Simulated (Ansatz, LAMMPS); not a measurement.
**Molecular dynamics of liquid hydrogen fluoride at 293 K (108 atoms)**

Aim: follow liquid hydrogen fluoride at 293 K (108 atoms) for a short time with forces from DFT, then look at structure and electrons in the last frame.

Calculated with Ansatz 0.2.0; Kohn-Sham DFT, PBE, PAW (set soft_2), plane waves.

## (1) The structure

The cell holds 108 atoms: 54 F and 54 H. Its edges and angles: a = 12.108 Å, b = 12.108 Å, c = 12.108 Å, α = 90.0°, β = 90.0°, γ = 90.0°. 54 hydrogen fluoride placed at random, at 1.01 g/cm³; overlaps pushed apart, then 10 ps at 393 K with a harmonic two-site HF with charges of 0.5 e and a 12-6 site on F. Snapshot after 20 ps at 293 K and fixed volume.

Before any run, some limits are plain. The starting topology of bonds comes from the classical model, and needn't be the one that DFT or experiment would give. Sampling is at Γ alone, for a cell whose shortest periodic width is 12 Å.

## (2) Single point at the start

The forces at the start show how far the geometry lies from a minimum of this functional.

Input file input.yaml:

```yaml
crystal:
  lattice:
    - [12.10814, 0.0, 0.0]
    - [0.0, 12.10814, 0.0]
    - [0.0, 0.0, 12.10814]
  atoms:
    - { symbol: F, position: [0.80505, 0.18009, 0.82102] }
    - { symbol: H, position: [0.87931, 0.18275, 0.83744] }
    - { symbol: F, position: [0.44248, 0.37823, 0.62378] }
    - { symbol: H, position: [0.39848, 0.38381, 0.68969] }
    [... 98 atom lines left out ...]
    - { symbol: F, position: [0.3168, 0.36065, 0.78076] }
    - { symbol: H, position: [0.28619, 0.34901, 0.84712] }
    - { symbol: F, position: [0.3428, 0.30249, 0.32057] }
    - { symbol: H, position: [0.39991, 0.28236, 0.37224] }
    - { symbol: F, position: [0.99088, 0.14952, 0.39824] }
    - { symbol: H, position: [0.00702, 0.07134, 0.40214] }
kpoints:
  mp_grid: { grid: [1, 1, 1] }
hamiltonian:
  xc: pbe
scf:
  occupations: { method: fermi_dirac, width: 0.025 }
output:
  forces: true
```

Command:

```sh
> ansatz run input.yaml --threads 4 --pin off --max-ram 8192MiB --backend cpu --events-out ev --progress --plain --runs-dir out
```

The job ended after 12 s (4 threads of Arm Neoverse V2, shared host; peak memory 1.8 GiB).

The run gave:

```
free energy            : -44518.1241 eV
free energy per atom   : -412.2049 eV/atom
SCF cycles             : 9
r.m.s. force component : 0.8377 eV/Å
longest force          : 4.572 eV/Å
Fermi energy           : -2.341 eV
```

The r.m.s. force component of 0.84 eV/Å sets the starting point.

Length of the force by element:

| element | coordination | atoms | mean length of the force (eV/Å) | spread | least | most |
| --- | --- | --- | --- | --- | --- | --- |
| F | all | 54 | 1.45 | 0.798 | 0.308 | 4.57 |
| H | all | 54 | 1.03 | 0.644 | 0.285 | 3.49 |

## (3) Dynamics started at 293 K

A Langevin thermostat couples each atom to a heat bath, at the price of damped dynamics. The time step is 0.5 fs, short enough for the stretching of bonds to hydrogen.

input.yaml: that of step 2 with these lines changed.

```diff
@@ -15 +15,8 @@
   forces: true
+md:
+  timestep: 0.5
+  n_steps: 280
+  ensemble: nvt_langevin
+  temperature: 293
+  initial_velocities: maxwell_boltzmann
+  seed: 8453
```

Run time: 32 min. Hardware: 4 threads; peak memory 1.9 GiB; 2.1 h of CPU time.

The program notes that it switched symmetry off.

The trajectory, sampled:

| time (fs) | T (K) | potential (meV/atom) |
| --- | --- | --- |
| 0.0 | 290 | 0.0 |
| 9.5 | 451 | -22.0 |
| 18.5 | 383 | -15.3 |
| 28.0 | 439 | -26.2 |
| 37.5 | 472 | -33.0 |
| 46.5 | 444 | -32.9 |
| 56.0 | 483 | -42.1 |
| 65.5 | 467 | -41.6 |
| 74.5 | 442 | -43.2 |
| 84.0 | 449 | -44.7 |
| 93.5 | 386 | -42.6 |
| 102.5 | 333 | -37.9 |
| 112.0 | 338 | -41.0 |
| 121.5 | 313 | -39.0 |
| 130.5 | 296 | -37.5 |
| 140.0 | 337 | -40.1 |

Mean square displacement from the first frame to the last: F 0.56 Å², H 0.45 Å².

The mean square displacement by time lag:

| time lag (fs) | F (Å²) | H (Å²) |
| --- | --- | --- |
| 0.5 | 1.6e-5 | 2.2e-4 |
| 3.0 | 5.6e-4 | 0.00713 |
| 6.0 | 0.00220 | 0.0232 |
| 9.0 | 0.00484 | 0.0434 |
| 12.0 | 0.00846 | 0.0687 |
| 14.5 | 0.0122 | 0.0904 |
| 17.5 | 0.0174 | 0.111 |
| 20.5 | 0.0235 | 0.126 |
| 23.5 | 0.0303 | 0.137 |
| 26.5 | 0.0378 | 0.142 |
| 29.0 | 0.0447 | 0.142 |
| 32.0 | 0.0536 | 0.139 |
| 35.0 | 0.0633 | 0.137 |
| 38.0 | 0.0736 | 0.134 |
| 41.0 | 0.0846 | 0.134 |
| 43.5 | 0.0943 | 0.137 |
| 46.5 | 0.106 | 0.144 |
| 49.5 | 0.119 | 0.154 |
| 52.5 | 0.132 | 0.167 |
| 55.5 | 0.146 | 0.182 |
| 58.0 | 0.158 | 0.196 |
| 61.0 | 0.172 | 0.212 |
| 64.0 | 0.187 | 0.229 |
| 67.0 | 0.202 | 0.244 |
| 70.0 | 0.217 | 0.259 |

The drift taken off is the plain mean over atoms, not the centre of mass, so with hydrogen in the cell the heavy atoms' values at short lags are too large.

Over the second half of 140 fs the temperature averages 366 K, falling from about 433 to 317 K (means over the first and last quarter of that half). From first frame to last F has the largest mean square displacement, 0.56 Å² at the end; the farthest move is 1.83 Å. The mean temperature of 366 K lies well off the 293 K of the input, so the thermostat hasn't yet brought the run to equilibrium. The run spans 0.14 ps, too short for its means to be equilibrium values.

## (4) Distances and neighbours late in the run

The g(r) is a mean over the second half.

Density 1.01 g/cm³, 16.44 Å³ an atom.

Mean of 14 frames. g(r), total and by pair (bins of 0.1 Å):

| r (Å) | total | F-F | F-H | H-H |
| --- | --- | --- | --- | --- |
| 0.75 | 0.00 | 0.00 | 0.00 | 0.00 |
| 0.85 | 0.09 | 0.00 | 0.18 | 0.00 |
| 0.95 | 12.60 | 0.00 | 25.10 | 0.00 |
| 1.05 | 1.43 | 0.00 | 2.86 | 0.00 |
| 1.15 | 0.00 | 0.00 | 0.00 | 0.00 |
| 1.25 | 0.00 | 0.00 | 0.00 | 0.00 |
| 1.35 | 0.05 | 0.00 | 0.11 | 0.00 |
| 1.45 | 0.51 | 0.00 | 1.01 | 0.00 |
| 1.55 | 1.31 | 0.00 | 2.62 | 0.00 |
| 1.65 | 1.12 | 0.00 | 2.23 | 0.00 |
| 1.75 | 0.79 | 0.00 | 1.59 | 0.00 |
| 1.85 | 0.50 | 0.00 | 0.98 | 0.06 |
| 1.95 | 0.27 | 0.00 | 0.35 | 0.38 |
| 2.05 | 0.46 | 0.00 | 0.40 | 1.05 |
| 2.15 | 0.49 | 0.00 | 0.15 | 1.64 |
| 2.25 | 0.50 | 0.00 | 0.08 | 1.84 |
| 2.35 | 0.61 | 0.22 | 0.18 | 1.85 |
| 2.45 | 0.88 | 1.75 | 0.22 | 1.31 |
| 2.55 | 1.10 | 2.82 | 0.29 | 1.02 |
| 2.65 | 0.85 | 2.09 | 0.33 | 0.64 |
| 2.75 | 0.83 | 1.60 | 0.50 | 0.72 |
| 2.85 | 0.79 | 1.29 | 0.60 | 0.65 |
| 2.95 | 0.99 | 1.29 | 0.98 | 0.69 |
| 3.05 | 1.08 | 0.89 | 1.30 | 0.82 |
| 3.15 | 1.12 | 0.84 | 1.33 | 0.98 |
| 3.25 | 1.19 | 0.90 | 1.41 | 1.02 |
| 3.35 | 1.10 | 1.02 | 1.28 | 0.81 |
| 3.45 | 1.06 | 0.90 | 1.28 | 0.80 |
| 3.55 | 1.09 | 1.06 | 1.26 | 0.77 |
| 3.65 | 1.06 | 0.80 | 1.22 | 1.01 |
| 3.75 | 1.05 | 0.84 | 1.19 | 0.99 |
| 3.85 | 1.13 | 1.00 | 1.17 | 1.18 |
| 3.95 | 1.01 | 0.94 | 1.11 | 0.89 |
| 4.05 | 0.96 | 0.94 | 1.03 | 0.86 |
| 4.15 | 1.03 | 0.99 | 1.02 | 1.11 |
| 4.25 | 1.03 | 1.07 | 0.94 | 1.15 |
| 4.35 | 1.05 | 1.08 | 0.93 | 1.26 |
| 4.45 | 1.08 | 1.14 | 0.89 | 1.42 |
| 4.55 | 1.00 | 1.05 | 0.89 | 1.19 |
| 4.65 | 0.99 | 1.00 | 0.89 | 1.18 |
| 4.75 | 0.96 | 1.11 | 0.81 | 1.11 |
| 4.85 | 0.98 | 1.00 | 0.98 | 0.97 |
| 4.95 | 0.95 | 1.01 | 0.90 | 0.97 |
| 5.05 | 0.94 | 1.05 | 0.92 | 0.86 |

## (5) Single point at the last frame

The last frame is solved once more, with the analyses that the dynamics left out.

Input file input.yaml:

```yaml
crystal:
  lattice:
    - [12.10814, 0.0, 0.0]
    - [0.0, 12.10814, 0.0]
    - [0.0, 0.0, 12.10814]
  atoms:
    - { symbol: F, position: [0.79867, 0.12753, 0.81323] }
    - { symbol: H, position: [0.86677, 0.16954, 0.82576] }
    - { symbol: F, position: [0.46439, 0.3845, 0.62578] }
    - { symbol: H, position: [0.40732, 0.3682, 0.67742] }
    [... 98 atom lines left out ...]
    - { symbol: F, position: [0.30394, 0.34742, 0.74866] }
    - { symbol: H, position: [0.29281, 0.35641, 0.82689] }
    - { symbol: F, position: [0.32871, 0.27975, 0.32416] }
    - { symbol: H, position: [0.38547, 0.28551, 0.37651] }
    - { symbol: F, position: [0.00743, 0.10256, 0.35703] }
    - { symbol: H, position: [0.98909, 0.02675, 0.3751] }
kpoints:
  mp_grid: { grid: [1, 1, 1] }
hamiltonian:
  xc: pbe
scf:
  occupations: { method: fermi_dirac, width: 0.025 }
output:
  forces: true
  stress: true
  populations: true
  dos:
    method: { smearing: { sigma: 0.15 } }
    de: 0.1
    projected: { site_lists: { F: [F], H: [H] } }
  eigenvalues: true
  write_density: true
  write_potential: true
  volumetric_format: npy
  elf: true
```

It took 19 s on 4 threads; peak memory 1.8 GiB; 73 s of CPU time.

The program notes that the exchange-correlation potential is rough where the density is thin.

Read from the output:

```yaml
free_energy: -44522.4543 eV
free_energy_per_atom: -412.2449 eV/atom
scf_cycles: 8
pressure: -0.8551 GPa
r_m_s_force_component: 0.7023 eV/Å
longest_force: 2.727 eV/Å
fermi_energy: -2.408 eV
spacing_of_highest_filled_and_lowest_empty_level: 6.308 eV
spilling_of_the_projection: 0.006951
```

Length of the force by element:

| element | coordination | atoms | mean length of the force (eV/Å) | spread | least | most |
| --- | --- | --- | --- | --- | --- | --- |
| F | all | 54 | 1.13 | 0.546 | 0.198 | 2.73 |
| H | all | 54 | 1.02 | 0.570 | 0.147 | 2.59 |

Löwdin charges by element (they lack the spilled electrons, 0.028 e an atom on average):

| element | coordination | atoms | mean charge (e) | spread | least | most |
| --- | --- | --- | --- | --- | --- | --- |
| F | all | 54 | -0.438 | 0.0212 | -0.488 | -0.398 |
| H | all | 54 | 0.494 | 0.0117 | 0.467 | 0.514 |

States in the cell by windows of 1 eV, zero at the Fermi level; the larger projections on atomic orbitals stand beside the total:

| from (eV) | to (eV) | total | F p | H s |
| --- | --- | --- | --- | --- |
| -14 | -11 | 0.0 | 0.0 | 0.0 |
| -11 | -10 | 2.4 | 1.8 | 0.5 |
| -10 | -9 | 21.9 | 16.6 | 3.8 |
| -9 | -8 | 38.1 | 29.8 | 5.3 |
| -8 | -7 | 36.2 | 29.9 | 3.2 |
| -7 | -6 | 9.4 | 7.9 | 0.8 |
| -6 | -5 | 37.1 | 36.8 | 0.1 |
| -5 | -4 | 139.0 | 138.0 | 0.3 |
| -4 | -3 | 39.7 | 39.5 | 0.1 |
| -3 | -2 | 0.3 | 0.3 | 0.0 |
| -2 | 2 | 0.0 | 0.0 | 0.0 |
| 2 | 3 | 0.1 | 0.0 | 0.1 |
| 3 | 4 | 2.5 | 0.2 | 1.7 |
| 4 | 5 | 11.5 | 0.9 | 7.2 |

Between -26 and -14 eV lie 106 more states.

The levels nearest the highest filled one (over half full), pooled over k-points and spins:

| level less the highest filled one (eV) | occupation |
| --- | --- |
| -0.394 | 2 |
| -0.363 | 2 |
| -0.328 | 2 |
| -0.217 | 2 |
| -0.153 | 2 |
| 0 | 2 |
| 6.31 | 0 |
| 7.18 | 0 |
| 7.35 | 0 |
| 7.54 | 0 |
| 7.66 | 0 |
| 7.71 | 0 |

Mean Löwdin charges: F -0.44, H +0.49 e (they miss 0.70 % of the electrons, so they add up to more than the cell's charge). The largest share in the top eV of filled states is F p (100 % of the projected weight), and in the lowest eV of empty states H s (79 % of the projected weight).

## (6) Summary of results

```
mean temperature, second half                    : 366.3 K
temperature swing, second half                   : 49.31 K
free energy per atom                             : -412.2449 eV/atom
pressure                                         : -0.8551 GPa
r.m.s. force component                           : 0.7023 eV/Å
gap (highest filled to lowest empty level) : 6.308 eV
wall time of the 3 DFT runs                      : 33 min
```

Over the second half of 140 fs the temperature averages 366 K, falling from about 433 to 317 K (means over the first and last quarter of that half). The mean temperature of 366 K lies well off the 293 K of the input, so the thermostat hasn't yet brought the run to equilibrium. The run spans 0.14 ps, too short for its means to be equilibrium values. The highest filled and lowest empty levels differ by 6.31 eV (at Γ alone); a semilocal functional tends to put such gaps too low. In a disordered cell it changes from sample to sample and from frame to frame.

What to keep in mind: The pressure of a single frame lacks the kinetic term, about 0.31 GPa here.

[Logs are printed without paths, hosts, clocks, repeated set-up lines and the standing remarks that a program may print on its own settings, such as how far it seeks lower states.]

[Hosts, paths, dates, database ids (printed as entryN), source tags and the programs' standing remarks are cut or masked in the printed files.]
